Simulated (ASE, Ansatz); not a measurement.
# Twisted silicene bilayer, 9.43° (148 atoms): support functions against a reference

Wanted: errors and times of a linear-scaling basis for twisted silicene bilayer, 9.43° (148 atoms). A setting counts as converged where the r.m.s. difference of forces stays under 1 % of the r.m.s. force.

Main program and level: Ansatz 0.2.0; Kohn-Sham DFT, PBE+D3(BJ), PAW (set soft_2), plane waves.

## 1. The structure

The cell holds 148 atoms: 148 Si. Its edges and angles: a = 23.480 Å, b = 23.479 Å, c = 16.170 Å, α = 90.0°, β = 90.0°, γ = 120.0°. It derives from Si (silicene). Silicene (a = 3.86 Å) under silicene (a = 3.86 Å), bilayer, commensurate cell of 37 unit cells a layer, twist 9.43 deg; facing planes 3.29 Å apart; 12 Å of vacuum; layers as built, displaced by a Gaussian of 0.01 Å. Regions: layer 1, 74 atoms (74 Si); layer 2, 74 atoms (74 Si). Vacuum lies along c.

Limits known from the start: Beside vacuum, support functions can miss their usual error bounds without a warning. Only the Γ point is sampled, in a cell whose shortest periodic width is 20 Å.

## 2. Plane-wave single point

This run is the reference for what follows, at a cutoff of 420 eV.

Input file input.yaml:

```yaml
crystal:
  lattice:
    - [23.4795, 0.0, 0.0]
    - [-11.73975, 20.33384, 0.0]
    - [0.0, 0.0, 16.17]
  atoms:
    - { symbol: Si, position: [0.11755, 0.82897, 0.39789] }
    - { symbol: Si, position: [0.12661, 0.73863, 0.37144] }
    - { symbol: Si, position: [0.19879, 0.01905, 0.3994] }
    - { symbol: Si, position: [0.20743, 0.92846, 0.37024] }
    - { symbol: Si, position: [0.14378, 0.5586, 0.39853] }
    - { symbol: Si, position: [0.1535, 0.46852, 0.37143] }
    - { symbol: Si, position: [0.22593, 0.74851, 0.39871] }
    - { symbol: Si, position: [0.23413, 0.65745, 0.37104] }
    - { symbol: Si, position: [0.30643, 0.93738, 0.39818] }
    - { symbol: Si, position: [0.31541, 0.84649, 0.37121] }
    - { symbol: Si, position: [0.0896, 0.09903, 0.39861] }
    - { symbol: Si, position: [0.09983, 0.00966, 0.37099] }
    - { symbol: Si, position: [0.1717, 0.2891, 0.39878] }
    - { symbol: Si, position: [0.18031, 0.19798, 0.37217] }
    - { symbol: Si, position: [0.25208, 0.47746, 0.39813] }
    - { symbol: Si, position: [0.2617, 0.38779, 0.37151] }
    - { symbol: Si, position: [0.33412, 0.66704, 0.39839] }
    - { symbol: Si, position: [0.34251, 0.57585, 0.37186] }
    - { symbol: Si, position: [0.41502, 0.85551, 0.39801] }
    - { symbol: Si, position: [0.42289, 0.76614, 0.37176] }
    - { symbol: Si, position: [0.49478, 0.04387, 0.39707] }
    - { symbol: Si, position: [0.50434, 0.95407, 0.3701] }
    - { symbol: Si, position: [0.27969, 0.20744, 0.39845] }
    - { symbol: Si, position: [0.28843, 0.1167, 0.3699] }
    - { symbol: Si, position: [0.36038, 0.39555, 0.39828] }
    - { symbol: Si, position: [0.36963, 0.3067, 0.37069] }
    - { symbol: Si, position: [0.44104, 0.58559, 0.39818] }
    - { symbol: Si, position: [0.45006, 0.4955, 0.3703] }
    - { symbol: Si, position: [0.52127, 0.77462, 0.39826] }
    - { symbol: Si, position: [0.53176, 0.68416, 0.37144] }
    - { symbol: Si, position: [0.60326, 0.96383, 0.39719] }
    - { symbol: Si, position: [0.61184, 0.87318, 0.36954] }
    [... 110 atom lines left out ...]
    - { symbol: Si, position: [0.93639, 0.3063, 0.62936] }
    - { symbol: Si, position: [0.92818, 0.20794, 0.60203] }
    - { symbol: Si, position: [0.04552, 0.49578, 0.62913] }
    - { symbol: Si, position: [0.03729, 0.39706, 0.60223] }
    - { symbol: Si, position: [0.01803, 0.19817, 0.62885] }
    - { symbol: Si, position: [0.0096, 0.09933, 0.60284] }
kpoints:
  mp_grid: { grid: [1, 1, 1] }
hamiltonian:
  xc: pbe
  dispersion: d3bj
scf:
  occupations: { method: fermi_dirac, width: 0.025 }
output:
  forces: true
  populations: true
  dos:
    method: { smearing: { sigma: 0.15 } }
    de: 0.1
    projected:
      site_lists:
        Si: [Si]
        layer_1: [0, 1, 2, 3, 4, 5, 6, 7, 8, 9, 10, 11, 12, 13, 14, 15, 16, 17, 18, 19, 20, 21, 22, 23, 24, 25, 26, 27, 28, 29, 30, 31, 32, 33, 34, 35, 36, 37, 38, 39, 40, 41, 42, 43, 44, 45, 46, 47, 48, 49, 50, 51, 52, 53, 54, 55, 56, 57, 58, 59, 60, 61, 62, 63, 64, 65, 66, 67, 68, 69, 70, 71, 72, 73]
        layer_2: [74, 75, 76, 77, 78, 79, 80, 81, 82, 83, 84, 85, 86, 87, 88, 89, 90, 91, 92, 93, 94, 95, 96, 97, 98, 99, 100, 101, 102, 103, 104, 105, 106, 107, 108, 109, 110, 111, 112, 113, 114, 115, 116, 117, 118, 119, 120, 121, 122, 123, 124, 125, 126, 127, 128, 129, 130, 131, 132, 133, 134, 135, 136, 137, 138, 139, 140, 141, 142, 143, 144, 145, 146, 147]
  eigenvalues: true
```

Command:

```bash
$ ansatz run input.yaml --threads 32 --pin off --max-ram 92160MiB --backend cuda --events-out ev --progress --plain --runs-dir out --max-vram 78GiB
```

Numbers of over 12 decimals in the logs are rounded to 6 here.

The program printed:

```text
Engine: ansatz 0.2.0, aarch64-unknown-linux-gnu
Pseudopotentials: kind: paw
Pseudopotential: Si, paw, valence charge 4, recommended cutoff 420 eV (normal), Si.paw.azcp
[... 5 lines on functional and potentials left out ...]
device memory: the entry about to start is reckoned to put 13.7 GiB on a device that reports 176.7 GiB free (of which the cap on the GPU budget leaves the run 78.0 GiB)
GPU FFT provider: cuFFT
GPU libraries: cuBLAS 13.8.1, cuFFT 12.4.0, cuSOLVER 12.3.2
GPU matrix products: emulated (plane waves: as basis.precision tells), large ones in fixed point in workspaces of 1.00 GiB
Crystal: 148 atoms, lattice volume = 7720.017 Å³
Basis set: ecut = 420 eV, 150703 PW (Γ), exchange–correlation on 320×320×240 points (8 copies of the dense FFT grid, shifted against one another)
Bands: 444, of which v1, the nominal top of the filled ones, is band 296 counted from 1 (295 counted from 0)
Symmetry: 1 space group operations
Space group: P1 (ITA 1), of the structure as read, at distance tolerance 2.0e-4 Å
k-points: 1
[... 3 lines on functional and potentials left out ...]
Initial density: superposition of atomic densities (neutral atoms: chi_scale 0, normalization atom), corrected by the library's trained network
Initial wavefunctions: pseudopotential atomic-orbital guess
GPU buffer pool allocated for 3072000 grid points (all kernels)
GPU transforms: local potential and band sums: pruned to the plane-wave sphere, on 160×160×120
Functional: x = pbe(κ = 0.804, μ = 0.219515), c = pbe(β = 0.066725)
SCF iter   1: F=—  HF=-94045.842152 eV  |F-HF|=—  |Δ(HF+E_count)|=         —  Δρ=2.03e-3  dr2=2.06e0  ethr=1.77e-3  ⟨swp⟩=7.0  Hψ=2282  notcnv=0  defer=100
preconditioner: auto → LDOS  [insulator: Δε(μ)=0.090 eV  Ē_g=7.044 eV  σ=0.025 eV  W_gap=0.71  n_scr=728 (ndim 8)  ℏωp=10.3 eV  f_vac=0.473  D(μ)=31.27/eV (n_scr^D=82)  ε∞_Penn≈3.1  β→1.0]
SCF iter   2: F=—  HF=-94045.875814 eV  |F-HF|=—  |Δ(HF+E_count)|=   3.37e-2  Δρ=1.00e-3  dr2=6.26e-1  ethr=3.48e-4  ⟨swp⟩=4.0  Hψ=834  notcnv=0  defer=127
SCF iter   3: F=—  HF=-94045.806963 eV  |F-HF|=—  |Δ(HF+E_count)|=   6.89e-2  Δρ=2.98e-4  dr2=3.89e-2  ethr=1.06e-4  ⟨swp⟩=4.0  Hψ=978  notcnv=0  defer=127
SCF iter   4: F=—  HF=-94045.809163 eV  |F-HF|=—  |Δ(HF+E_count)|=   2.20e-3  Δρ=8.16e-5  dr2=1.22e-3  ethr=6.57e-6  ⟨swp⟩=3.0  Hψ=468  notcnv=0  defer=127
SCF iter   5: F=—  HF=-94045.806673 eV  |F-HF|=—  |Δ(HF+E_count)|=   2.49e-3  Δρ=3.20e-5  dr2=3.43e-4  ethr=2.07e-7  ⟨swp⟩=2.0  Hψ=614  notcnv=0  defer=127
SCF iter   6: F=—  HF=-94045.809333 eV  |F-HF|=—  |Δ(HF+E_count)|=   2.66e-3  Δρ=9.65e-6  dr2=2.18e-5  ethr=5.79e-8  ⟨swp⟩=2.0  Hψ=539  notcnv=0  defer=127
SCF iter   7: F=—  HF=-94045.807046 eV  |F-HF|=—  |Δ(HF+E_count)|=   2.29e-3  Δρ=3.29e-6  dr2=1.97e-6  ethr=3.69e-9  ⟨swp⟩=2.0  Hψ=666  notcnv=0  defer=127
SCF iter   8: F=—  HF=-94045.807047 eV  |F-HF|=—  |Δ(HF+E_count)|=   8.58e-7  Δρ=1.11e-6  dr2=2.29e-7  ethr=3.33e-10  ⟨swp⟩=2.0  Hψ=619  notcnv=0  defer=127
SCF iter   9: F=-94045.807047 eV  HF=-94045.807047 eV  |F-HF|=4.89e-9  |Δ(HF+E_count)|=   1.12e-7  Δρ=4.10e-7  dr2=3.29e-8  ethr=1.69e-11  ⟨swp⟩=23.0  Hψ=3783  notcnv=0
SCF 1 converged in 9 iterations: F = -94045.807047 eV  dr2 = 3.29e-8
  greatest PAW one-centre occupation: 0.651 electrons in one spin orbital (limit 2), on the Si atom at site 121 (counted from 0), in its partial waves of l = 0
SCF converged after 9 iterations
Free energy (F): -94045.807047 eV
Harris-Foulkes:  -94045.807047 eV  (|F-HF|=4.89e-9)
Internal energy: -94045.706445 eV  (E = F + TS)
E sigma→0 (E₀):  -94045.756746 eV
Entropy (-TS):   -0.100602 eV (-0.680 meV/atom)
Fermi energy:    -0.399570 eV
--- Per-component energies (eV) ---
  E_band       = -3190.847616
  E_kinetic    = 5784.156262
  E_local      = -65681.791591  (includes V_loc(G=0)·N_el)
  E_nonlocal   = 3872.766941
  E_hartree    = 29968.739774
  E_xc         = -8049.616778
  E_vxc        = -6752.202189  (∫ρ·V_xc dr)
  E_paw        = -75877.000270  (= ΣΔE_a)
  E_vpaw       = -351.253842  (= ΣTr[D̂ρ^β])
  E_aug_tail   = 0.000938  (compensation charges beyond the density's cutoff)
  E_ewald      = 15977.193201
  E_disp       = -40.154923  (pairwise vdW)
  E_smearing   = -0.100602  (= −TS)
  E_closure    = 0.000000  (closes the sum)
  Σ components = -94045.807047   (vs F -94045.807047, Δ=0.00e0)
--- Forces (eV/Å), atoms counted from 1 ---
[... 148 lines of forces left out ...]
  max |Σ_I F_I| component: 3.45e-6 eV/Å
--- Band table (eV) ---
[... left out ...]
--- Löwdin populations: 148 sites ---
  site symbol       q [e]
[... 148 lines, one an atom, left out ...]
  spilling = 0.012237 (of n_electrons = 592.000000)
```

It took 3.1 s on 1 × NVIDIA GB200 with 32 threads of Arm Neoverse V2, shared host; peak memory 2 GiB; 12 s of CPU time.

That memory is the host's; the program planned up to 13.7 GiB on the GPU. Forces of this run were stored rounded, and per-atom blocks of the log weren't kept.

Read from the output:

* free energy: -94045.8070 eV
* free energy per atom: -635.4446 eV/atom
* SCF cycles: 9
* r.m.s. force component: 0.2141 eV/Å
* longest force: 0.6954 eV/Å
* Fermi energy: -0.3996 eV
* levels partly filled by over 2 per cent: 7
* spilling of the projection: 0.01224

Length of the force by element:

```csv
element,coordination,atoms,mean length of the force (eV/Å),spread,least,most
Si,all,148,0.347,0.130,0.0976,0.695
```

The mean of these charges, 0.049 e, is only the charge that the projection spills.

Löwdin charges by element (they lack the spilled electrons, 0.049 e an atom on average):

```csv
element,coordination,atoms,mean charge (e),spread,least,most
Si,all,148,0.0489,0.0149,0.0164,0.0882
```

By region:

```csv
region,atoms,mean length of the force (eV/Å)
layer 1,74,0.331
layer 2,74,0.363
```

Density of states as counts of states in windows of 1 eV (from the Fermi level), total and some projections:

```csv
from (eV),to (eV),total,Si p,layer 1,layer 2,Si s
-13,-12,0.0,0.0,0.0,0.0,0.0
-12,-11,7.7,0.8,3.8,3.9,6.9
-11,-10,48.0,9.5,23.7,23.8,38.1
-10,-9,52.7,15.0,26.1,26.1,37.2
-9,-8,39.6,12.7,19.7,19.5,26.5
-8,-7,28.4,13.6,14.0,14.1,14.6
-7,-6,43.5,23.0,21.6,21.4,20.0
-6,-5,32.5,18.1,16.0,16.2,14.0
-5,-4,39.5,32.1,19.6,19.4,6.9
-4,-3,77.4,68.8,38.1,38.4,7.6
-3,-2,90.5,85.5,44.8,44.5,3.7
-2,-1,91.6,87.6,45.1,45.1,2.6
-1,0,37.8,35.1,18.6,18.6,2.2
0,1,40.0,35.7,19.1,19.0,2.4
1,2,102.3,68.4,46.1,46.1,23.8
```

Not all projections were asked for or kept, so they needn't add up to the total.

The levels nearest the highest filled one (over half full), pooled over k-points and spins:

```csv
level less the highest filled one (eV),occupation
-0.0534,1.98
-0.0301,1.94
-0.0268,1.93
-0.013,1.89
-0.0042,1.84
0,1.82
0.0895,0.439
0.132,0.099
0.174,0.019
0.178,0.016
0.189,0.01
0.193,0.009
```

Löwdin charges run from +0.02 to +0.09 e, about a mean that is the spilled charge alone. Within 0.4 eV of the Fermi level the largest share is Si p (95 % of the projected weight).

## 3. Distances and neighbours

These statistics describe the geometry on which the runs were made.

Normalised to the volume that the atoms fill. Pair distribution function in bins of 0.2 Å:

```csv
r (Å),total
2.20,4.55
2.40,0.08
2.60,0.00
2.80,0.00
3.00,0.00
3.20,0.00
3.40,0.12
3.60,0.09
3.80,3.48
4.00,0.32
4.20,0.31
4.40,1.47
4.60,0.39
4.80,0.37
5.00,0.28
5.20,0.30
5.40,0.27
5.60,0.35
5.80,0.46
6.00,1.44
6.20,0.15
6.40,0.29
6.60,1.21
6.80,0.34
7.00,0.24
7.20,0.15
7.40,0.29
7.60,0.21
```

Bonds by pair of elements; cutoffs follow the first minimum of g(r), held within bounds set by covalent radii, and pairs that aren't listed don't count as bonded:

```csv
pair A-B,cutoff (Å),bonds,mean length (Å),spread (Å),shortest (Å),B about A,A about B
Si-Si,2.68,222,2.27,0.013,2.24,3,3
```

How many atoms have how many bonded neighbours:

```csv
element,mean,3
Si,3,148
```

Bond angles (no mean is given where the spread exceeds 20°):

```csv
angle,count,mean (°),spread (°)
Si-Si-Si,444,116,0.6
```

By these cutoffs all Si atoms have 3 bonded neighbours. The Si-Si-Si angle averages 116° with a spread of 0.6°.

The surroundings of Si88, which bears the longest force, nearest first, numbered as they follow in the input and with coordinates relative to it.

```csv
atom,x,y,z,distance (Å),bonds,Löwdin charge (e),Fx,Fy,Fz (eV/Å)
Si88,0.00,0.00,0.00,0.00,3,0.05,0.20,0.14,-0.65
Si85,-1.26,-1.81,0.42,2.24,3,0.05,-0.24,-0.26,0.18
Si87,-0.96,2.00,0.43,2.26,3,0.05,0.35,0.33,0.15
Si97,2.23,-0.18,0.41,2.27,3,0.05,-0.08,0.01,0.18
Si17,0.02,0.01,-3.30,3.30,3,0.05,-0.19,-0.29,0.53
Si86,-0.32,-3.83,0.00,3.84,3,0.06,0.28,-0.06,-0.46
Si80,-3.15,2.21,-0.02,3.85,3,0.05,-0.34,-0.12,-0.52
Si100,3.49,1.64,-0.02,3.86,3,0.05,0.12,0.23,-0.48
Si78,-3.49,-1.65,0.00,3.86,3,0.05,0.29,0.11,-0.53
Si98,3.18,-2.19,-0.02,3.86,3,0.05,-0.07,0.00,-0.52
Si90,0.33,3.85,-0.03,3.87,3,0.05,-0.24,-0.18,-0.43
Si20,0.94,2.03,-3.73,4.35,3,0.05,0.22,-0.21,-0.26
Si8,-2.21,-0.18,-3.74,4.35,3,0.05,0.07,0.14,-0.07
Si18,1.29,-1.84,-3.73,4.36,3,0.05,-0.31,0.21,-0.17
Si77,-4.41,0.38,0.43,4.45,3,0.05,-0.12,0.04,0.12
Si95,1.92,-4.02,0.42,4.47,3,0.05,-0.16,0.12,0.13
Si99,2.54,3.67,0.41,4.48,3,0.05,-0.02,0.04,0.12
```

The column of bonds counts only the pairs Si-Si within 2.68 Å; other neighbours, such as metal atoms beside each other in a compound, aren't counted, and periodic images can show an atom twice.

## 4. Support functions medium

With localised support functions most steps grow linearly with size, though the diagonalisation grows faster unless the density matrix is cut; this run measures error and cost at this size. The level medium gives here a grid of 96×96×72 points and a radius of 4.56 Å.

This step: Kohn-Sham DFT, PBE+D3(BJ), PAW (set soft_2), localised support functions (medium) (Ansatz 0.2.0).

input.yaml, the sections that differ from step 2:

```yaml
scf:
  occupations: { method: fermi_dirac, width: 0.025 }
  eigensolver: { kind: { support_functions: { accuracy: medium } } }
  mixing: { beta: 0.4 }
  max_iter: 150
output:
  forces: true
  eigenvalues: true
# crystal, kpoints, hamiltonian: as in step 2
```

The program printed:

```text
Warning: scf.eigensolver.kind.support_functions: disabling space-group detection — the functions' gradient is summed over unrotated k-points, so no spatial operation reduces the k-mesh or symmetrises the density; time reversal is kept, so that k and −k are solved as one point where they differ and the mesh holds both, and exact exchange and, on two spinor components, a DFT+U term hold to it where the run has them: [...]
settings of this run that can trade accuracy for cost: scf.eigensolver.kind.support_functions [...]
[...]
GPU FFT provider: cuFFT
GPU libraries: cuBLAS 13.8.1, cuFFT 12.4.0, cuSOLVER 12.3.2
[...]
Crystal: 148 atoms, lattice volume = 7720.017 Å³
Basis set: ecut = 420 eV, 150703 PW (Γ), exchange–correlation on 320×320×240 points (8 copies of the dense FFT grid, shifted against one another)
Bands: 356, of which v1, the nominal top of the filled ones, is band 296 counted from 1 (295 counted from 0)
[... 1 set-up line as in the run before ...]
k-points: 1
[...]
GPU buffer pool allocated for 3072000 grid points (all kernels)
Eigensolver: Support functions (medium, 96×96×72 points, laid for a spacing of at most 0.257060 Å, radius 4.555014 Å, 192 sites without an atom, 0 species' potentials softened for the grid, 1 wholly corrected for its errors in the mean over positions, 1 with the egg-box correction, energy correction by exact trace)
[...]
SCF iter   1: F=—  HF=-94017.436291 eV  |F-HF|=—  |Δ(HF+E_count)|=         —  Δρ=2.17e-2  dr2=3.78e1  ethr=1.00e-1
[...]
SCF iter  14: F=—  HF=-94045.842402 eV  |F-HF|=—  |Δ(HF+E_count)|=   2.28e-3  Δρ=7.23e-6  dr2=7.26e-6  ethr=5.86e-9  κ⁻¹=6.3e-6(r=7)
SCF iter  15: F=-94045.843625 eV  HF=-94045.843509 eV  |F-HF|=1.17e-4  |Δ(HF+E_count)|=   1.11e-3  Δρ=2.50e-6  dr2=7.84e-7  ethr=1.23e-9
SCF 1 converged in 15 iterations: F = -94045.852155 eV  dr2 = 7.84e-7
[...]
SCF converged after 15 iterations
Stability not checked: this state was not tested for a lower state beside it, because the mixer in use, unlike msr1, does not test its closes by its own steps (another_mixer; see scf.mixing.algorithm and scf.lower_state_search)
Free energy (F): -94045.852155 eV
[...]
Internal energy: -94045.751724 eV  (E = F + TS)
E sigma→0 (E₀):  -94045.801939 eV
Entropy (-TS):   -0.100431 eV (-0.679 meV/atom)
Fermi energy:    -0.399445 eV
[...]
Σ components = -94045.852155   (vs F -94045.852155, Δ=0.00e0)
--- Forces (eV/Å), atoms counted from 1 ---
[... 148 lines of forces left out ...]
  max |Σ_I F_I| component: 1.22e-3 eV/Å
--- Band table (eV) ---
[... left out ...]
```

It took 5.3 s on 1 × NVIDIA GB200 with 32 threads; peak memory 2 GiB.

That memory is the host's; the program planned up to 6.3 GiB on the GPU.

The program notes that the band table was not solved further than the SCF left it and it switched symmetry off. Further notices: vacuum switching off with vacuum.

Keys that differ from the reference: support_functions.accuracy = "medium", scf.max_iter = 150 and scf.mixing.beta = 0.4.

Forces differ from the reference by 0.10 meV/Å r.m.s., 0.047 % of their size, well within a tolerance of 1 %; the energy by -0.30 meV/atom. The two runs also began from different starting densities, which bears on cycles and time.

## 5. All settings compared

Each row is set against the plane-wave reference (Kohn-Sham DFT, PBE+D3(BJ), PAW (set soft_2), plane waves; r.m.s. force component 0.214 eV/Å). Energies are set beside the reference only for runs with its functional, potentials and electron count. Times are for 1 × NVIDIA GB200 with 32 threads of Arm Neoverse V2, shared host. The reference's time includes the DOS, which some other runs skip.

```csv
run,"Δ force, r.m.s. (meV/Å)",share of r.m.s. force (%),Δ energy (meV/atom),cycles,time,host memory (GiB),planned on the GPU (GiB)
reference,-,-,-,9,3.1 s,2.0,14
support functions medium,0.101,0.0471,-0.305,15,5.3 s,2.0,6.3
```

## 6. Results

```yaml
free_energy_per_atom: -635.4446 eV/atom
r_m_s_force_component: 0.2141 eV/Å
wall_time_of_the_2_dft_runs: 8.4 s
```

Against plane waves at 420 eV, the forces differ by 0.10 meV/Å (0.047 %) with support functions medium. At 148 atoms the run with support functions medium takes roughly 1.7 times the time of plane waves (whose run also made extra analyses, so the like-for-like ratio is larger), in 15 SCF cycles against 9. Differences between support functions and plane waves include what basis error the plane-wave run still has.

No gap is quoted, since levels at the Fermi energy are partly filled. By these cutoffs all Si atoms have 3 bonded neighbours.

What to keep in mind: The geometry was built by rule, was displaced at random and isn't relaxed at this level: its force components are 0.21 eV/Å r.m.s.

[Logs are printed without paths, hosts, clocks, repeated set-up lines and the standing remarks that a program may print on its own settings, such as how far it seeks lower states.]

[Hosts, paths, dates, database ids (printed as entryN), source tags and the programs' standing remarks are cut or masked in the printed files.]
